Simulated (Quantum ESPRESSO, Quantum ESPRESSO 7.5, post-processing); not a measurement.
# Os(0001), 4 layers: cutoff convergence

Which setting serves for Os(0001), 4 layers? The runs below step through one kind of setting.

Method: plane-wave DFT, PBE, SG15 norm-conserving pseudopotentials, in Quantum ESPRESSO 7.5.

This is a report of a sequence of runs, with most program output left out.

## (1) The starting structure

The cell holds 4 atoms: 4 Os. Its edges and angles: a = 2.740 Å, b = 2.740 Å, c = 22.490 Å, α = 90.0°, β = 90.0°, γ = 60.0°. It derives from Os. Vacuum lies along c.

Structure file:

```cif
data_structure
_symmetry_space_group_name_H-M 'P 1'
_symmetry_Int_Tables_number 1
_cell_length_a 2.7400
_cell_length_b 2.7400
_cell_length_c 22.4897
_cell_angle_alpha 90.000
_cell_angle_beta 90.000
_cell_angle_gamma 60.000
_cell_volume 146.22
loop_
_atom_site_label
_atom_site_type_symbol
_atom_site_fract_x
_atom_site_fract_y
_atom_site_fract_z
_atom_site_occupancy
Os1 Os 0.66667 0.66667 0.85572 1
Os2 Os 0.00000 0.00000 0.95191 1
Os3 Os 0.66667 0.66667 0.04809 1
Os4 Os 0.00000 0.00000 0.14428 1
```

## (2) SCF with pw.x: ecutwfc 90 Ry, ecutrho 360 Ry

The first run is the reference of the series.

File c0.in:

```
&control
  prefix = 'c0'
  outdir = './out'
  pseudo_dir = './pseudo'
  calculation = 'scf'
  tprnfor = .true.
/
&system
  ibrav = 0
  nat = 4
  ntyp = 1
  ecutwfc = 90
  ecutrho = 360
  occupations = 'smearing'
  smearing = 'mv'
  degauss = 0.02
  assume_isolated = 'esm'
  esm_bc = 'bc1'
/
&electrons
  conv_thr = 1e-07
  mixing_beta = 0.4
  electron_maxstep = 120
  mixing_mode = 'local-TF'
/
ATOMIC_SPECIES
  Os  190.2300  Os_ONCV_PBE-1.2.upf
CELL_PARAMETERS angstrom
  2.74000000000000 0.00000000000000 0.00000000000000
  1.37000000000000 2.37290960636936 0.00000000000000
  0.00000000000000 0.00000000000000 22.48969000000000
ATOMIC_POSITIONS crystal
  Os  0.666666666700 0.666666666700 -0.144281446298
  Os  0.000000000000 0.000000000000 -0.048093815433
  Os  0.666666666700 0.666666666700 0.048093815433
  Os  0.000000000000 0.000000000000 0.144281446298
K_POINTS automatic
  12 12 1 0 0 0
```

On the command line:

```bash
$ OMP_NUM_THREADS=1 mpirun -n 4 pw.x -nk 4 -in c0.in > c0.out
```

Run time: 3.9 min. Hardware: 4 MPI ranks of Arm Neoverse V2, shared host; peak memory 0.8 GiB; 16 min of CPU time.

Read from the output:

| Quantity | Value |
| --- | --- |
| free energy | -10014.6613 eV |
| Fermi energy | -5.399 eV |
| vacuum line at the lower end of the cell, over the Fermi level | 5.399 eV |
| vacuum line at the upper end of the cell, over the Fermi level | 5.399 eV |

The potential energy, planar mean oscillates, so the rows of the table below give means over windows of 1 Å about each position, cut where the curve ends. Its maxima inside the range that stand out by 2 % of the span (Å: eV): -2.2: -2.74, 0.0: -2.98, 2.2: -2.74. Its minima: -3.2: -54.3, -1.1: -54.8, 1.1: -54.8, 3.2: -54.3.

Electrostatic potential energy of an electron; zero at the Fermi level. Potential energy, planar mean against z; means over each step:

| z (Å) | potential energy, planar mean (eV) |
| --- | --- |
| -11 | 5.40 |
| -10 | 5.40 |
| -9 | 5.40 |
| -8 | 5.40 |
| -7 | 5.39 |
| -6 | 5.32 |
| -5 | 4.30 |
| -4 | -10.5 |
| -3 | -35.3 |
| -2 | -7.86 |
| -1 | -39.6 |
| 0 | -6.53 |
| 1 | -39.6 |
| 2 | -7.86 |
| 3 | -35.3 |
| 4 | -10.5 |
| 5 | 4.30 |
| 6 | 5.32 |
| 7 | 5.39 |
| 8 | 5.40 |
| 9 | 5.40 |
| 10 | 5.40 |
| 11 | 5.40 |

The program's own clock; routines nest. Time by routine:

| routine | wall time (s) | calls |
| --- | --- | --- |
| PWSCF | 236.3 | 1 |
| electrons | 233.9 | 1 |
| c_bands | 211.5 | 18 |
| cegterg | 182.8 | 104 |
| h_psi | 140.2 | 1455 |
| vloc_psi | 109.2 | 1455 |
| fftw | 106.9 | 51072 |
| calbec | 15.63 | 1475 |
| add_vuspsi | 15.44 | 1455 |
| h_psi:calbec | 15.18 | 1455 |
| mix_rho | 11.3 | 18 |
| sum_band | 8.97 | 18 |
| ffts | 7.47 | 1724 |
| v_of_rho | 1.97 | 18 |

The vacuum levels are read from the outermost 0.7 Å of the cell on either side.

The run needed 17 iterations to bring the estimated error under 1e-07 Ry; the largest force on any atom, held or free, is 0.57 eV/Å.

Inside the slab this potential holds the local part of the pseudopotentials, which can be repulsive at the nuclei; only its value in the vacuum has a meaning of its own.

## (3) Self-consistent run: ecutwfc 75 Ry, ecutrho 300 Ry

c1.in is the input of step 2 with these lines changed:

```diff
@@ -1,3 +1,3 @@
 &control
-  prefix = 'c0'
+  prefix = 'c1'
   outdir = './out'
@@ -11,4 +11,4 @@
   ntyp = 1
-  ecutwfc = 90
-  ecutrho = 360
+  ecutwfc = 75
+  ecutrho = 300
   occupations = 'smearing'
```

On the command line:

```bash
$ OMP_NUM_THREADS=1 mpirun -n 4 pw.x -nk 4 -in c1.in > c1.out
```

Elapsed: 2.4 min, on 4 MPI ranks; peak memory 0.64 GiB.

Read from the output:

| Property | Result |
| --- | --- |
| free energy | -10014.6447 eV |
| Fermi energy | -5.398 eV |
| vacuum line at the lower end of the cell, over the Fermi level | 5.398 eV |
| vacuum line at the upper end of the cell, over the Fermi level | 5.398 eV |

The program's own clock; routines nest. Time by routine:

| routine | wall time (s) | calls |
| --- | --- | --- |
| PWSCF | 145.6 | 1 |
| electrons | 143.9 | 1 |
| c_bands | 129.6 | 21 |
| cegterg | 112.9 | 115 |
| h_psi | 82.82 | 1449 |
| vloc_psi | 60.52 | 1449 |
| fftw | 59.87 | 48948 |
| calbec | 11.24 | 1469 |
| add_vuspsi | 11.11 | 1449 |
| h_psi:calbec | 10.9 | 1449 |
| mix_rho | 6.65 | 21 |
| sum_band | 6.21 | 21 |
| ffts | 3.76 | 1800 |
| cdiaghg | 1.85 | 1431 |

Counted from each run's own zero (the Fermi level), the vacuum level differs from the first run's by -2 meV.

## (4) Ground state: ecutwfc 60 Ry, ecutrho 240 Ry

c2.in is the input of step 3 with these lines changed:

```diff
@@ -1,3 +1,3 @@
 &control
-  prefix = 'c1'
+  prefix = 'c2'
   outdir = './out'
@@ -11,4 +11,4 @@
   ntyp = 1
-  ecutwfc = 75
-  ecutrho = 300
+  ecutwfc = 60
+  ecutrho = 240
   occupations = 'smearing'
```

On the command line:

```bash
$ OMP_NUM_THREADS=1 mpirun -n 4 pw.x -nk 4 -in c2.in > c2.out
```

Run time: 1.7 min. Hardware: 4 MPI ranks; peak memory 0.5 GiB.

Numbers from this step:

- free energy: -10014.6281 eV
- Fermi energy: -5.4 eV
- vacuum line at the lower end of the cell, over the Fermi level: 5.400 eV
- vacuum line at the upper end of the cell, over the Fermi level: 5.400 eV

The program's own clock; routines nest. Time by routine:

| routine | wall time (s) | calls |
| --- | --- | --- |
| PWSCF | 99.82 | 1 |
| electrons | 98.5 | 1 |
| c_bands | 88.55 | 17 |
| cegterg | 79 | 91 |
| h_psi | 60.31 | 1273 |
| fftw | 47.32 | 40774 |
| vloc_psi | 46.81 | 1273 |
| calbec | 6.85 | 1293 |
| add_vuspsi | 6.72 | 1273 |
| h_psi:calbec | 6.61 | 1273 |
| mix_rho | 4.57 | 17 |
| sum_band | 4.51 | 17 |
| ffts | 2.85 | 1442 |
| cdiaghg | 1.63 | 1258 |

Counted from each run's own zero (the Fermi level), the vacuum level differs from the first run's by +1 meV.

## (5) Ground state: ecutwfc 51 Ry, ecutrho 204 Ry

c3.in is the input of step 4 with these lines changed:

```diff
@@ -1,3 +1,3 @@
 &control
-  prefix = 'c2'
+  prefix = 'c3'
   outdir = './out'
@@ -11,4 +11,4 @@
   ntyp = 1
-  ecutwfc = 60
-  ecutrho = 240
+  ecutwfc = 51
+  ecutrho = 204
   occupations = 'smearing'
```

On the command line:

```bash
$ OMP_NUM_THREADS=1 mpirun -n 4 pw.x -nk 4 -in c3.in > c3.out
```

Wall time 67 s (4 MPI ranks); peak memory 0.43 GiB.

This step gave:

- free energy: -10014.5244 eV
- Fermi energy: -5.398 eV
- vacuum line at the lower end of the cell, over the Fermi level: 5.398 eV
- vacuum line at the upper end of the cell, over the Fermi level: 5.398 eV

The program's own clock; routines nest. Time by routine:

| routine | wall time (s) | calls |
| --- | --- | --- |
| PWSCF | 66.68 | 1 |
| electrons | 65.74 | 1 |
| c_bands | 58.12 | 19 |
| cegterg | 51.54 | 100 |
| h_psi | 37.26 | 1224 |
| fftw | 27.15 | 40246 |
| vloc_psi | 26.98 | 1224 |
| calbec | 5.21 | 1244 |
| add_vuspsi | 5.12 | 1224 |
| h_psi:calbec | 5.02 | 1224 |
| mix_rho | 3.85 | 19 |
| sum_band | 3.05 | 19 |
| ffts | 2.28 | 1774 |
| cdiaghg | 1.54 | 1209 |

Counted from each run's own zero (the Fermi level), the vacuum level differs from the first run's by -1 meV.

## (6) SCF with pw.x: ecutwfc 42 Ry, ecutrho 168 Ry

c4.in is the input of step 5 with these lines changed:

```diff
@@ -1,3 +1,3 @@
 &control
-  prefix = 'c3'
+  prefix = 'c4'
   outdir = './out'
@@ -11,4 +11,4 @@
   ntyp = 1
-  ecutwfc = 51
-  ecutrho = 204
+  ecutwfc = 42
+  ecutrho = 168
   occupations = 'smearing'
```

On the command line:

```bash
$ OMP_NUM_THREADS=1 mpirun -n 4 pw.x -nk 4 -in c4.in > c4.out
```

It took 49 s on 4 MPI ranks; peak memory 0.36 GiB; 3.3 min of CPU time.

This step gave:

* free energy: -10013.6025 eV
* Fermi energy: -5.405 eV
* vacuum line at the lower end of the cell, over the Fermi level: 5.405 eV
* vacuum line at the upper end of the cell, over the Fermi level: 5.405 eV

The program's own clock; routines nest. Time by routine:

| routine | wall time (s) | calls |
| --- | --- | --- |
| PWSCF | 48.64 | 1 |
| electrons | 47.87 | 1 |
| c_bands | 42.06 | 18 |
| cegterg | 37.21 | 95 |
| h_psi | 27.5 | 1083 |
| fftw | 20.8 | 36160 |
| vloc_psi | 20.58 | 1083 |
| calbec | 3.52 | 1103 |
| add_vuspsi | 3.45 | 1083 |
| h_psi:calbec | 3.38 | 1083 |
| mix_rho | 2.75 | 18 |
| sum_band | 2.48 | 18 |
| ffts | 1.66 | 1572 |
| cdiaghg | 1.35 | 1068 |

Counted from each run's own zero (the Fermi level), the vacuum level differs from the first run's by +6 meV.

## (7) Self-consistent run: ecutwfc 33 Ry, ecutrho 132 Ry

c5.in is the input of step 6 with these lines changed:

```diff
@@ -1,3 +1,3 @@
 &control
-  prefix = 'c4'
+  prefix = 'c5'
   outdir = './out'
@@ -11,4 +11,4 @@
   ntyp = 1
-  ecutwfc = 42
-  ecutrho = 168
+  ecutwfc = 33
+  ecutrho = 132
   occupations = 'smearing'
```

On the command line:

```bash
$ OMP_NUM_THREADS=1 mpirun -n 4 pw.x -nk 4 -in c5.in > c5.out
```

Wall time 41 s (4 MPI ranks); peak memory 0.32 GiB; 2.8 min of CPU time.

Numbers from this step:

```
free energy                                                    : -10008.8380 eV
Fermi energy                                                   : -5.414 eV
vacuum line at the lower end of the cell, over the Fermi level : 5.414 eV
vacuum line at the upper end of the cell, over the Fermi level : 5.414 eV
```

The program's own clock; routines nest. Time by routine:

| routine | wall time (s) | calls |
| --- | --- | --- |
| PWSCF | 40.87 | 1 |
| electrons | 40.29 | 1 |
| c_bands | 35 | 20 |
| cegterg | 31.4 | 105 |
| h_psi | 23.65 | 1111 |
| fftw | 18.49 | 39966 |
| vloc_psi | 18.41 | 1111 |
| calbec | 2.66 | 1131 |
| add_vuspsi | 2.61 | 1111 |
| mix_rho | 2.6 | 20 |
| h_psi:calbec | 2.57 | 1111 |
| sum_band | 2.13 | 20 |
| ffts | 1.75 | 1800 |
| cdiaghg | 1.42 | 1096 |

Counted from each run's own zero (the Fermi level), the vacuum level differs from the first run's by +15 meV.

## (8) SCF with pw.x: ecutwfc 27 Ry, ecutrho 108 Ry

c6.in is the input of step 7 with these lines changed:

```diff
@@ -1,3 +1,3 @@
 &control
-  prefix = 'c5'
+  prefix = 'c6'
   outdir = './out'
@@ -11,4 +11,4 @@
   ntyp = 1
-  ecutwfc = 33
-  ecutrho = 132
+  ecutwfc = 27
+  ecutrho = 108
   occupations = 'smearing'
```

On the command line:

```bash
$ OMP_NUM_THREADS=1 mpirun -n 4 pw.x -nk 4 -in c6.in > c6.out
```

Run time: 21 s. Hardware: 4 MPI ranks; peak memory 0.26 GiB; 85 s of CPU time.

This step gave:

| Quantity | Value |
| --- | --- |
| free energy | -9998.7728 eV |
| Fermi energy | -5.454 eV |
| vacuum line at the lower end of the cell, over the Fermi level | 5.454 eV |
| vacuum line at the upper end of the cell, over the Fermi level | 5.454 eV |

The program's own clock; routines nest. Time by routine:

| routine | wall time (s) | calls |
| --- | --- | --- |
| PWSCF | 20.75 | 1 |
| electrons | 20.32 | 1 |
| c_bands | 17.9 | 17 |
| cegterg | 15.88 | 90 |
| h_psi | 11.46 | 848 |
| fftw | 8.77 | 30246 |
| vloc_psi | 8.52 | 848 |
| calbec | 1.5 | 868 |
| add_vuspsi | 1.46 | 848 |
| h_psi:calbec | 1.43 | 848 |
| sum_band | 1.14 | 17 |
| cdiaghg | 1.07 | 833 |
| mix_rho | 1.04 | 17 |
| ffts | 0.61 | 1300 |

Counted from each run's own zero (the Fermi level), the vacuum level differs from the first run's by +55 meV.

## (9) The series side by side

All levels:

| level | vacuum level over the Fermi level (eV) | its change from the first (meV) | energy from the first (meV an atom) | SCF iterations | wall time (s) | peak memory (GiB) | CPU time (s) |
| --- | --- | --- | --- | --- | --- | --- | --- |
| ecutwfc 90 Ry, ecutrho 360 Ry | 5.399 | 0 | 0 | 17 | 236.9 | 0.8 | 947 |
| ecutwfc 75 Ry, ecutrho 300 Ry | 5.398 | -1.6 | 4.149 | 20 | 146.1 | 0.64 | 584 |
| ecutwfc 60 Ry, ecutrho 240 Ry | 5.4 | 0.8046 | 8.3 | 16 | 100.4 | 0.5 | 401.1 |
| ecutwfc 51 Ry, ecutrho 204 Ry | 5.398 | -1.102 | 34.23 | 18 | 67.23 | 0.43 | 268.5 |
| ecutwfc 42 Ry, ecutrho 168 Ry | 5.405 | 5.985 | 264.7 | 17 | 49.18 | 0.36 | 196.4 |
| ecutwfc 33 Ry, ecutrho 132 Ry | 5.414 | 14.86 | 1456 | 19 | 41.41 | 0.32 | 165.3 |
| ecutwfc 27 Ry, ecutrho 108 Ry | 5.454 | 54.64 | 3972 | 16 | 21.29 | 0.26 | 84.81 |

## (10) What came out

| Property | Result |
| --- | --- |
| vacuum level over the Fermi level, ecutwfc 90 Ry, ecutrho 360 Ry | 5.399 eV |
| cheapest step of the main series that, with all steps before it, keeps the vacuum level within 20 meV of the first | ecutwfc 33 Ry, ecutrho 132 Ry: +15 meV, 2.8 min of CPU time against 16 min |
| setting with the largest shift of the level | ecutwfc 27 Ry, ecutrho 108 Ry: +55 meV |

The cheapest step of the main series that, with all steps before it, keeps the vacuum level within 20 meV of the first is ecutwfc 33 Ry, ecutrho 132 Ry: +15 meV, 2.8 min of CPU time against 16 min. Over the series the energy moves by up to 3972 meV an atom and the vacuum level by up to 55 meV. At the customary cutoff (third row) the total energy is still 8.3 meV an atom off while the level is within 1 meV. The times come from a shared host and are rough. Peak memory is sampled during the run and can miss the peak. The geometry is as built, not relaxed.

[Logs are printed without paths, hosts, clocks, repeated set-up lines and the standing remarks that a program may print on its own settings, such as how far it seeks lower states.]

[Hosts, paths, dates, database ids (printed as entryN), source tags and the programs' standing remarks are cut or masked in the printed files.]

[Maps of the electrostatic potential energy from Ansatz leave out the sawtooth potential of an applied field or a dipole correction, so their vacuum need not be flat; planar profiles and work functions include it.]
